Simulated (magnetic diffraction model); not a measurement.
# Zr5CrB2Pb2: what an assumed order does to the neutron pattern

Space group P4/mbm (no. 127), a = 10.8160 Å, c = 3.3090 Å.

```csv
site,atom,x,y,z
4g,Pb,0.6735,0.8265,0
8j,Zr,0.9301,0.7869,1/2
2c,Zr,0,1/2,1/2
2a,Cr,0,0,0
4g,B,0.8748,0.6252,0
```

The compound is invented for this exercise: a known structure type with other elements, its cell scaled to their sizes and not relaxed.

Only Cr is taken to order (form factors of Cr2+); orders and moment sizes are assumed, and not adapted to the symmetry. Radiation: neutrons of λ = 2.36 Å (absorption by B left out), 1.5° to 60°; isotropic B of 0.34 Å² (Pb), 0.56 Å² (Zr), 0.48 Å² (Cr) and 0.81 Å² (B). Simulated constant-wavelength pattern: nuclear and magnetic terms add, the magnetic one as |2.695 fm × Σ f S⊥ exp(2πi Q·r) exp(−B s²)|², summed over all Q at one angle with the factor 1/(sin²θ cos θ). For a modulated order the moment at position r is S exp(−2πi k·r) + c.c., with S = m/2 for a sine wave of amplitude m and S = m(u + iv)/2 for moments turning in a plane, u and v being orthogonal unit vectors in it; the phase factor of the sum at Q = H + k is then exp(2πi H·r). Free-ion form factors, Sears's scattering lengths of 1992, no absorption; a label names one of the reflections at its angle. The strongest nuclear line in the range is 100, and lines under 0.2 are left out.

Assume the order k = (1/3 0 0), moments turning in the plane of [010] and [001], 1.29 μB on Cr; signs + at (0, 0, 0), − at (1/2, 1/2, 0).

Q: Where does magnetic intensity appear, and how strong is it?

```csv
2θ (°),index,nuclear,magnetic
8.34,(2/3 0 0),0.0,3.0
13.21,(1/3 1 0),0.0,1.3
16.73,(4/3 0 0),0.0,0.7
17.75,(1 1 0),10.8,0.0
24.48,(5/3 1 0),0.0,0.5
25.21,(2 0 0),1.6,0.0
26.59,(2/3 2 0),0.0,0.3
28.24,(2 1 0),0.6,0.0
30.41,(4/3 2 0),0.0,0.2
32.16,(7/3 1 0),0.0,0.3
40.36,(3 1 0),0.8,0.0
45.73,(1 1 1),1.5,0.0
46.33,(3 2 0),2.0,0.0
49.42,(2 0 1),7.5,0.0
51.20,(2 1 1),25.4,0.0
53.46,(4 1 0),67.5,0.0
55.14,(3 3 0),28.0,0.0
56.27,(2 2 1),19.1,0.0
58.41,(4 2 0),24.9,0.0
59.49,(3 1 1),100.0,0.0
```

The strongest magnetic line in the range is (2/3 0 0) at 8.34° (3.0). On top of the Lorentz factor, which all lines share, magnetic lines fade with angle because f falls: for Cr2+ it is 0.88, 0.62, 0.37 and 0.09 at sin θ/λ = 0.1, 0.2, 0.3 and 0.5 Å⁻¹, while nuclear lengths stay constant. The order has no net moment.

[Logs are printed without paths, hosts, clocks, repeated set-up lines and the standing remarks that a program may print on its own settings, such as how far it seeks lower states.]
